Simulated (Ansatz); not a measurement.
# KLiF3 (built on the sites of a database entry of KAgF3): from the cell to its phonons

Wanted: phonon frequencies of KLiF3 (built on the sites of a database entry of KAgF3) and what follows from them.

Program: Ansatz 0.2.0. Level of theory: DFT LDA, scalar-relativistic, plane waves, PAW. Results are calculated unless marked as measured.

The structure was built from a prototype and need not be the compound's stable phase.

## (1) Set-up

The structure is orthorhombic, space group Cmmm (No. 65). The conventional cell has a = 6.051 Å, b = 6.133 Å, c = 4.059 Å, α = 90.00°, β = 90.00°, γ = 90.00°. K has 12 F at 2.96 to 3.07 Å nearest. Nearest to Li lie 6 F at 2.03 to 2.15 Å. F has 2 Li at 2.15 Å and 4 K at 2.96 Å nearest. Nearest to F lie 2 Li at 2.03 Å and 4 K at 3.03 to 3.07 Å. Farther neighbours and most contacts between anions are not listed.

## (2) Rough relaxation

A rough relaxation comes first, because large forces or stress need no tight tolerances yet.

input.yaml reads:

```yaml
crystal:
  lattice:
    - [3.02543, -3.06651, 0.0]
    - [3.02543, 3.06651, 0.0]
    - [0.0, 0.0, 4.05934]
  atoms:
    - { symbol: K, position: [0.0, 0.0, 0.5] }
    - { symbol: Li, position: [0.5, 0.5, 0.0] }
    - { symbol: F, position: [0.5, 0.0, 0.0] }
    - { symbol: F, position: [0.0, 0.5, 0.0] }
    - { symbol: F, position: [0.5, 0.5, 0.5] }
kpoints:
  mp_grid: { grid: [6, 6, 6] }
hamiltonian:
  xc: lda
scf:
  occupations: { method: gaussian, width: 0.1 }
output:
  forces: true
  stress: true
  eigenvalues: true
relax:
  adjacent_minimum: "off"
  f_tol: 0.05
  max_steps: 80
  cell: { stress_tol: 0.5 }
```

The run is started by

```sh
> ansatz run input.yaml --threads 8 --pin off --max-ram 14336MiB --backend cpu --events-out ev --progress --plain --runs-dir out
```

Numbers of over 12 decimals in the logs are rounded to 6 here.

Output:

```text
The last accepted step is kept in <dir> (removed where the run ends without a failure and the disk answers)
Engine: ansatz 0.2.0, x86_64-unknown-linux-gnu
Pseudopotentials: kind: paw
Pseudopotential: K, paw, valence charge 9, recommended cutoff 420 eV (normal), K.paw.azcp
Pseudopotential: Li, paw, valence charge 3, recommended cutoff 420 eV (normal), Li.paw.azcp
[...]
cell:  # Å, volume = 55.7549 Å³
    - [2.673512, -2.729986, 0.0]
    - [2.673512, 2.729986, 0.0]
    - [0.0, 0.0, 3.819532]
  atoms:
    - { symbol: K, position: [0, 0, 0.500000] }
    - { symbol: Li, position: [0.500000, 0.500000, 0.0] }
    - { symbol: F, position: [0.500000, 0.0, 0.0] }
    - { symbol: F, position: [0.0, 0.500000, 0.0] }
    - { symbol: F, position: [0.500000, 0.500000, 0.500000] }
[key lines of the parts left out:]
SCF converged after 6 iterations
Free energy (F): -4082.046463 eV
Fermi energy:    1.279525 eV
P = ⅓ Tr σ = 0.0079 GPa (0.079 kbar)
```

The job ended after 3 s (8 threads of Intel Xeon 6975P-C (Granite Rapids), shared host; peak memory 0.5 GiB; 18 s of CPU time).

This run has no spin polarisation although its electron count is odd.

The steps of the relaxation:

| step | energy less that of the first step (eV) | largest force component (eV/Å) | pressure (GPa) | volume (Å³) |
| --- | --- | --- | --- | --- |
| 1 | 0.0000 | 0.0000 | -8.17 | 75.32 |
| 2 | -0.4654 | 0.0000 | -5.56 | 65.79 |
| 3 | -0.6954 | 0.0000 | -0.68 | 57.47 |
| 4 | -0.7058 | 0.0000 | 0.36 | 56.32 |
| 5* | -0.6827 | 0.0000 | -0.55 | 56.32 |
| 6 | -0.6868 | 0.0000 | 0.09 | 55.75 |
| 7* | -0.6837 | 0.0000 | 0.01 | 55.75 |

Relaxation steps marked * repeat the geometry before them on a plane-wave basis chosen anew for their cell, so energy and pressure can jump there.

The run keeps the 8 symmetry operations that it works with, so distortions that break them were not tested.

```
conventional cell, symmetrised  before  after   change
                         a (Å)   6.051  5.347  -11.6 %
                         b (Å)   6.133  5.460  -11.0 %
                         c (Å)   4.059  3.820   -5.9 %
              volume (Å³/atom)   15.06  11.15  -26.0 %
```

Final coordinates:

```xyz
5
Lattice="2.6735 -2.7300 0.0000 2.6735 2.7300 0.0000 0.0000 0.0000 3.8195" Properties=species:S:1:pos:R:3 pbc="T T T"
K     0.0000    0.0000    1.9098
Li    2.6735    0.0000    0.0000
F     1.3368   -1.3650    0.0000
F     1.3368    1.3650    0.0000
F     2.6735    0.0000    1.9098
```

This step gave:

```
pressure          : 0.007933 GPa
volume per atom   : 11.15 Å³
gap on the k-mesh : 0 eV
```

In this step the volume went from 15.06 to 11.15 Å³/atom.

## (3) Bringing the structure to rest

Harmonic phonons are second derivatives at a point where the forces vanish, and they are wanted at zero stress, so atoms and cell are relaxed first.

input.yaml reads:

```yaml
crystal:
  lattice:
    - [2.6735119925, -2.7299859959, 0.0]
    - [2.6735119925, 2.7299859959, 0.0]
    - [0.0, 0.0, 3.8195320219]
  atoms:
    - { symbol: K, position: [0.0, 0.0, 0.5] }
    - { symbol: Li, position: [0.5, 0.5, 0.0] }
    - { symbol: F, position: [0.5, 0.0, 0.0] }
    - { symbol: F, position: [0.0, 0.5, 0.0] }
    - { symbol: F, position: [0.5, 0.5, 0.5] }
kpoints:
  mp_grid: { grid: [10, 10, 10] }
hamiltonian:
  xc: lda
scf:
  occupations: { method: gaussian, width: 0.1 }
output:
  forces: true
  stress: true
  eigenvalues: true
  write_density: true
  write_potential: true
  elf: true
  volumetric_format: npy
relax:
  adjacent_minimum: "off"
  f_tol: 0.005
  max_steps: 80
  cell: { stress_tol: 0.05 }
```

Output:

```text
[...]
Crystal: 5 atoms, lattice volume = 55.755 Å³
Basis set: ecut = 420 eV, 1077 PW (Γ)
Bands: 22, of which v1, the nominal top of the filled ones, is band 17 counted from 1 (16 counted from 0)
Symmetry: 8 space group operations
[...]
k-points: 186 of 1000
[...]
SCF iter   1: F=—  HF=-4082.107301 eV  |F-HF|=—  |Δ(HF+E_count)|=         —  Δρ=2.14e-2  dr2=1.68e-1  ethr=1.77e-3  ⟨swp⟩=5.0  Hψ=18091  notcnv=0
[...]
SCF iter   9: F=-4082.048478 eV  HF=-4082.048478 eV  |F-HF|=3.65e-8  |Δ(HF+E_count)|=   1.55e-7  Δρ=9.90e-6  dr2=5.83e-8  ethr=3.03e-10  ⟨swp⟩=11.0  Hψ=26049  notcnv=0
SCF 1 converged in 9 iterations: F = -4082.048478 eV  dr2 = 5.83e-8
[...]
relax step   1: F+E_penalty+E_count = -4082.04847846 eV  Δ(F+E_penalty+E_count) = +0.000e0 eV  max|allowed force component| = 5.522e-30 eV/Å  Δτ_max = 0.0000 Å  P = -0.018 GPa  Ω = 55.755 Å³  (9 SCF iters, dr2 threshold 1.00e-7 eV, accepted)
Crystal: 5 atoms, lattice volume = 55.747 Å³
[...]
SCF iter   6: F=-4082.048534 eV  HF=-4082.048534 eV  |F-HF|=6.89e-10  |Δ(HF+E_count)|=   1.25e-9  Δρ=1.62e-6  dr2=1.04e-9  ethr=1.69e-11  ⟨swp⟩=5.0  Hψ=20256  notcnv=0
SCF 2 converged in 6 iterations: F = -4082.048534 eV  dr2 = 1.04e-9
relax step   2: F+E_penalty+E_count = -4082.04853400 eV  Δ(F+E_penalty+E_count) = -5.554e-5 eV  max|allowed force component| = 1.010e-29 eV/Å  Δτ_max = 0.0000 Å  P = -0.009 GPa  Ω = 55.747 Å³  energy of the carried Pulay correction = +4.731e-5 eV  (6 SCF iters, dr2 threshold 1.02e-8 eV, accepted)
Crystal: 5 atoms, lattice volume = 55.727 Å³
[...]
SCF iter   9: F=-4082.048668 eV  HF=-4082.048668 eV  |F-HF|=1.05e-11  |Δ(HF+E_count)|=  4.50e-11  Δρ=2.47e-7  dr2=2.13e-11  ethr=1.00e-12  ⟨swp⟩=5.2  Hψ=16538  notcnv=0
SCF 3 converged in 9 iterations: F = -4082.048668 eV  dr2 = 2.13e-11
relax step   3: F+E_penalty+E_count = -4082.04866840 eV  Δ(F+E_penalty+E_count) = -1.344e-4 eV  max|allowed force component| = 6.461e-29 eV/Å  Δτ_max = 0.0000 Å  P = +0.014 GPa  Ω = 55.727 Å³  energy of the carried Pulay correction = +1.519e-4 eV  (9 SCF iters, accepted)
[...]
relax step   4: F+E_penalty+E_count = -4082.04856151 eV  Δ(F+E_penalty+E_count) = +1.069e-4 eV  max|allowed force component| = 2.019e-29 eV/Å  Δτ_max = 0.0000 Å  P = +0.010 GPa  Ω = 55.727 Å³  stress off target by 5.06e-2 GPa  SCF on the basis re-selected at this cell (its energy is not comparable with the rows above)  (6 SCF iters)
[...]
relax step   5: F+E_penalty+E_count = -4082.04858974 eV  Δ(F+E_penalty+E_count) = -2.823e-5 eV  max|allowed force component| = 1.168e-29 eV/Å  Δτ_max = 0.0000 Å  P = +0.008 GPa  Ω = 55.728 Å³  energy of the carried Pulay correction = -1.453e-5 eV  (7 SCF iters, dr2 threshold 6.41e-9 eV, accepted)
[...]
relax step   6: F+E_penalty+E_count = -4082.04860742 eV  Δ(F+E_penalty+E_count) = -1.768e-5 eV  max|allowed force component| = 7.889e-30 eV/Å  Δτ_max = 0.0000 Å  P = +0.009 GPa  Ω = 55.728 Å³  stress off target by 5.95e-2 GPa  SCF on the basis re-selected at this cell (its energy is not comparable with the rows above)  (6 SCF iters)
[...]
relax step   7: F+E_penalty+E_count = -4082.04861571 eV  Δ(F+E_penalty+E_count) = -8.289e-6 eV  max|allowed force component| = 3.787e-29 eV/Å  Δτ_max = 0.0000 Å  P = +0.004 GPa  Ω = 55.731 Å³  energy of the carried Pulay correction = -3.496e-5 eV  (7 SCF iters, dr2 threshold 8.84e-9 eV, accepted)
[...]
relax step   8: F+E_penalty+E_count = -4082.04867927 eV  Δ(F+E_penalty+E_count) = -6.356e-5 eV  max|allowed force component| = 2.122e-29 eV/Å  Δτ_max = 0.0000 Å  P = +0.006 GPa  Ω = 55.731 Å³  stress off target by 5.36e-2 GPa  SCF on the basis re-selected at this cell (its energy is not comparable with the rows above)  (6 SCF iters)
[...]
relax step   9: F+E_penalty+E_count = -4082.04868200 eV  Δ(F+E_penalty+E_count) = -2.726e-6 eV  max|allowed force component| = 2.001e-29 eV/Å  Δτ_max = 0.0000 Å  P = +0.002 GPa  Ω = 55.733 Å³  energy of the carried Pulay correction = -3.159e-5 eV  (7 SCF iters, dr2 threshold 7.19e-9 eV, accepted)
[...]
SCF iter   6: F=-4082.048729 eV  HF=-4082.048729 eV  |F-HF|=9.09e-13  |Δ(HF+E_count)|=  5.91e-12  Δρ=7.10e-8  dr2=3.03e-12  ethr=1.00e-12  ⟨swp⟩=4.9  Hψ=14939  notcnv=0
SCF 10 converged in 6 iterations: F = -4082.048729 eV  dr2 = 3.03e-12
relax step  10: F+E_penalty+E_count = -4082.04872902 eV  Δ(F+E_penalty+E_count) = -4.703e-5 eV  max|allowed force component| = 1.901e-29 eV/Å  Δτ_max = 0.0000 Å  P = +0.003 GPa  Ω = 55.733 Å³  stress off target by 4.06e-2 GPa  SCF on the basis re-selected at this cell (its energy is not comparable with the rows above)  (6 SCF iters)
[...]
SCF converged after 6 iterations
Free energy (F): -4082.048729 eV
[...]
Internal energy: -4081.999072 eV  (E = F + TS)
E sigma→0 (E₀):  -4082.023901 eV
Entropy (-TS):   -0.049657 eV (-9.931 meV/atom)
Fermi energy:    1.287572 eV
[...]
--- Stress (GPa, compression-positive) ---
       -0.025961       0.000000      -0.000000
        0.000000       0.040648       0.000000
       -0.000000       0.000000      -0.004321
  P = ⅓ Tr σ = 0.0035 GPa (0.035 kbar)
--- Band table (eV; the first three rows and the last of 186) ---
  k-point 0: bands = [... 13 lower, 0.7974, 1.2704, 1.3255, 1.3812, 10.5226, 11.8550, 11.8691, 14.5106, ... 1 higher]
  k-point 1: bands = [... 13 lower, 0.7751, 1.2408, 1.2446, 1.3585, 10.6964, 11.9717, 11.9949, 14.5556, ... 1 higher]
  k-point 2: bands = [... 13 lower, 0.7198, 1.0258, 1.1588, 1.2975, 11.1612, 12.2456, 12.4073, 14.6712, ... 1 higher]
  k-point 185: bands = [... 13 lower, 1.1380, 1.4116, 1.4257, 1.4320, 12.5367, 12.6743, 12.7744, 16.3135, ... 1 higher]
--- Relaxed structure (6 steps of the walk, 6 accepted, 4 SCFs on fresh bases) ---
[...]
cell:  # Å, volume = 55.7334 Å³
    - [2.640427, -2.759592, 0.0]
    - [2.640427, 2.759592, 0.0]
    - [0.0, 0.0, 3.824429]
  atoms:
    - { symbol: K, position: [0, 0, 0.5] }
    - { symbol: Li, position: [0.500000, 0.500000, 0.0] }
    - { symbol: F, position: [0.5, -2.7755575615628914e-17, 0.0] }
    - { symbol: F, position: [-2.7755575615628914e-17, 0.5, 0.0] }
    - { symbol: F, position: [0.500000, 0.500000, 0.5] }
```

It took 8.8 s on 8 threads; peak memory 0.6 GiB; 62 s of CPU time.

Relaxation path:

```csv
step,energy less that of the first step (eV),largest force component (eV/Å),pressure (GPa),volume (Å³)
1,0.0000,0.0000,-0.02,55.75
2,-0.0001,0.0000,-0.01,55.75
3,-0.0002,0.0000,0.01,55.73
4*,-0.0001,0.0000,0.01,55.73
5,-0.0001,0.0000,0.01,55.73
6*,-0.0001,0.0000,0.01,55.73
7,-0.0001,0.0000,0.00,55.73
8*,-0.0002,0.0000,0.01,55.73
9,-0.0002,0.0000,0.00,55.73
10*,-0.0003,0.0000,0.00,55.73
```

Relaxation steps marked * repeat the geometry before them on a plane-wave basis chosen anew for their cell, so energy and pressure can jump there.

Forces are held to the 8 operations that the run works with; a distortion that breaks them can't arise in this run.

```
conventional cell, symmetrised  before  after  change
                         a (Å)   5.347  5.281  -1.2 %
                         b (Å)   5.460  5.519  +1.1 %
                         c (Å)   3.820  3.824  +0.1 %
              volume (Å³/atom)   11.15  11.15  -0.0 %
```

The relaxed structure:

```xyz
5
Lattice="2.6404 -2.7596 0.0000 2.6404 2.7596 0.0000 0.0000 0.0000 3.8244" Properties=species:S:1:pos:R:3 pbc="T T T"
K     0.0000    0.0000    1.9122
Li    2.6404    0.0000    0.0000
F     1.3202   -1.3798    0.0000
F     1.3202    1.3798    0.0000
F     2.6404    0.0000    1.9122
```

This step gave:

```yaml
pressure: 0.003455 GPa
```

ELF in the ac plane of the cell as run, not the conventional one, at fractional y = 0.500, with atoms of Li and F within 0.2 Å of it. It is the smooth field of the valence electrons, not physical close to the nuclei.

Ten even steps from '_' (0.10 × 1e-1) to '@' (9.40 × 1e-1), each cell a mean:
```
**%%%%++..::%%@@##..::##%%##
%%%%##==____::--::__..++%%%%
##**==..____....______::++##
==--..__..==++**++--____..--
______..==##%%%%%%**--______
______--**%%%%##%%%%**::____
______==##%%**++##%%**::____
______--##%%##**##%%**::____
______..++%%%%%%%%##==..____
::::____::++####**==..__..::
****--____..::::....__..==**
%%%%**--____....____..==##%%
##%%%%++..::##%%**__..**%%##
++##%%**..--@@@@%%..::##%%**
```
Columns run along a (3.8 Å), rows up along c (3.8 Å). Atoms in or near the plane, at fractional coordinates: Li at (0.50, 0.00), F at (0.00, 0.00), F at (0.50, 0.50).

Electrostatic potential energy in the ac plane of the cell as run, not the conventional one, at fractional y = 0.500, with atoms of Li and F within 0.2 Å of it. With pseudopotentials it is smooth inside the atoms' cores, unlike the true potential.

Ten even steps from '0' (-41 eV) to '9' (10 eV), each cell a mean:
```
01598632479840
24899765689974
89999988899999
99999999999999
99999854699999
99999410169999
99998200049999
99999400159999
99999742489999
99999988999999
99999998999999
46999876789985
01698643479941
00498521368820
```
Columns run along a (3.8 Å; values clipped at the 3rd and 97th percentile), rows up along c (3.8 Å). Atoms in or near the plane, at fractional coordinates: Li at (0.50, 0.00), F at (0.00, 0.00), F at (0.50, 0.50).

Valence density in the ac plane of the cell as run, not the conventional one, at fractional y = 0.500, with atoms of Li and F within 0.2 Å of it. It is the smooth field of the valence electrons, not physical close to the nuclei.

Values in e/Å³, 14 rows by 14 columns, each cell a mean:
```
 9  6  2  0  0  1  3  5  3  0  0  1  3  7
 4  2  1  0  0  0  1  1  1  0  0  0  1  3
 1  1  0  0  0  0  0  0  0  0  0  0  0  1
 0  0  0  0  0  0  0  1  0  0  0  0  0  0
 0  0  0  0  0  1  2  2  2  1  0  0  0  0
 0  0  0  0  1  2  6  8  5  2  0  0  0  0
 0  0  0  0  1  4  9 13  8  2  1  0  0  0
 0  0  0  0  1  3  7 10  6  2  0  0  0  0
 0  0  0  0  0  1  3  4  2  1  0  0  0  0
 0  0  0  0  0  0  1  1  1  0  0  0  0  0
 1  0  0  0  0  0  0  0  0  0  0  0  0  0
 2  2  1  0  0  0  0  1  0  0  0  0  1  2
 8  5  2  0  0  1  3  4  2  0  0  1  2  6
13  8  2  1  0  1  5  8  4  1  0  1  4 10
```
Columns run along a (3.8 Å), rows up along c (3.8 Å). Atoms in or near the plane, at fractional coordinates: Li at (0.50, 0.00), F at (0.00, 0.00), F at (0.50, 0.50).

In this step the volume went from 11.15 to 11.15 Å³/atom.

## (4) Relaxing to small forces for the phonons

Phonons need a cell at rest on their own settings, so the relaxation is repeated with tight tolerances on forces and stress on the k mesh and occupations of the first response run.

input.yaml reads:

```yaml
crystal:
  lattice:
    - [2.6404273125, -2.7595924328, 0.0]
    - [2.6404273125, 2.7595924328, 0.0]
    - [0.0, 0.0, 3.8244290892]
  atoms:
    - { symbol: K, position: [0.0, 0.0, 0.5] }
    - { symbol: Li, position: [0.5, 0.5, 0.0] }
    - { symbol: F, position: [0.5, 0.0, 0.0] }
    - { symbol: F, position: [0.0, 0.5, 0.0] }
    - { symbol: F, position: [0.5, 0.5, 0.5] }
kpoints:
  mp_grid: { grid: [12, 12, 12] }
hamiltonian:
  xc: lda
scf:
  occupations: { method: methfessel_paxton, width: 0.2 }
output:
  forces: true
  stress: true
  eigenvalues: true
relax:
  adjacent_minimum: "off"
  f_tol: 0.001
  max_steps: 60
  cell: { stress_tol: 0.01 }
```

Output:

```text
[...]
Crystal: 5 atoms, lattice volume = 55.733 Å³
Basis set: ecut = 420 eV, 1081 PW (Γ)
Bands: 22, of which v1, the nominal top of the filled ones, is band 17 counted from 1 (16 counted from 0)
Symmetry: 8 space group operations
[...]
k-points: 301 of 1728
[...]
--- Relaxed structure (6 steps of the walk, 6 accepted, 3 SCFs on fresh bases) ---
[...]
cell:  # Å, volume = 55.6914 Å³
    - [2.635210, -2.764004, 0.0]
    - [2.635210, 2.764004, 0.0]
    - [0.0, 0.0, 3.823000]
  atoms:
    - { symbol: K, position: [0, 0, 0.500000] }
    - { symbol: Li, position: [0.5, 0.5, 0.0] }
    - { symbol: F, position: [0.5, 0.0, 0.0] }
    - { symbol: F, position: [0.0, 0.5, 0.0] }
    - { symbol: F, position: [0.5, 0.5, 0.500000] }
[key lines of the parts left out:]
SCF converged after 5 iterations
Free energy (F): -4082.032728 eV
Fermi energy:    1.292656 eV
P = ⅓ Tr σ = 0.0003 GPa (0.003 kbar)
```

The job ended after 11 s (8 threads; peak memory 0.68 GiB).

Relaxation path:

| step | energy less that of the first step (eV) | largest force component (eV/Å) | pressure (GPa) | volume (Å³) |
| --- | --- | --- | --- | --- |
| 1 | 0.0000 | 0.0000 | -0.04 | 55.73 |
| 2 | -0.0001 | 0.0000 | -0.02 | 55.71 |
| 3 | -0.0002 | 0.0000 | 0.01 | 55.69 |
| 4 | -0.0002 | 0.0000 | 0.00 | 55.70 |
| 5* | 0.0000 | 0.0000 | -0.01 | 55.70 |
| 6 | -0.0001 | 0.0000 | 0.00 | 55.69 |
| 7* | 0.0000 | 0.0000 | 0.00 | 55.69 |
| 8 | 0.0000 | 0.0000 | 0.00 | 55.69 |
| 9* | -0.0001 | 0.0000 | 0.00 | 55.69 |

Relaxation steps marked * repeat the geometry before them on a plane-wave basis chosen anew for their cell, so energy and pressure can jump there.

The run keeps the 8 symmetry operations that it works with, so distortions that break them were not tested.

```
conventional cell, symmetrised  before  after  change
                         a (Å)   5.281  5.270  -0.2 %
                         b (Å)   5.519  5.528  +0.2 %
                         c (Å)   3.824  3.823  -0.0 %
              volume (Å³/atom)   11.15  11.14  -0.1 %
```

The relaxed structure:

```cif
data_structure
_symmetry_space_group_name_H-M 'P 1'
_symmetry_Int_Tables_number 1
_cell_length_a 3.8189
_cell_length_b 3.8189
_cell_length_c 3.8230
_cell_angle_alpha 90.000
_cell_angle_beta 90.000
_cell_angle_gamma 92.733
_cell_volume 55.69
loop_
_atom_site_label
_atom_site_type_symbol
_atom_site_fract_x
_atom_site_fract_y
_atom_site_fract_z
_atom_site_occupancy
K1 K 0.00000 0.00000 0.50000 1
Li2 Li 0.50000 0.50000 0.00000 1
F3 F 0.50000 0.00000 0.00000 1
F4 F 0.00000 0.50000 0.00000 1
F5 F 0.50000 0.50000 0.50000 1
```

This step gave:

```
pressure        : 2.58e-4 GPa
volume per atom : 11.14 Å³
```

The forces vanish by symmetry and the pressure is 0.000 GPa, within the tolerances set. The cell now holds 11.14 Å³/atom.

(Continued in part 2 of 3.)

[Logs are printed without paths, hosts, clocks, repeated set-up lines and the standing remarks that a program may print on its own settings, such as how far it seeks lower states.]

[Hosts, paths, dates, database ids (printed as entryN), source tags and the programs' standing remarks are cut or masked in the printed files.]
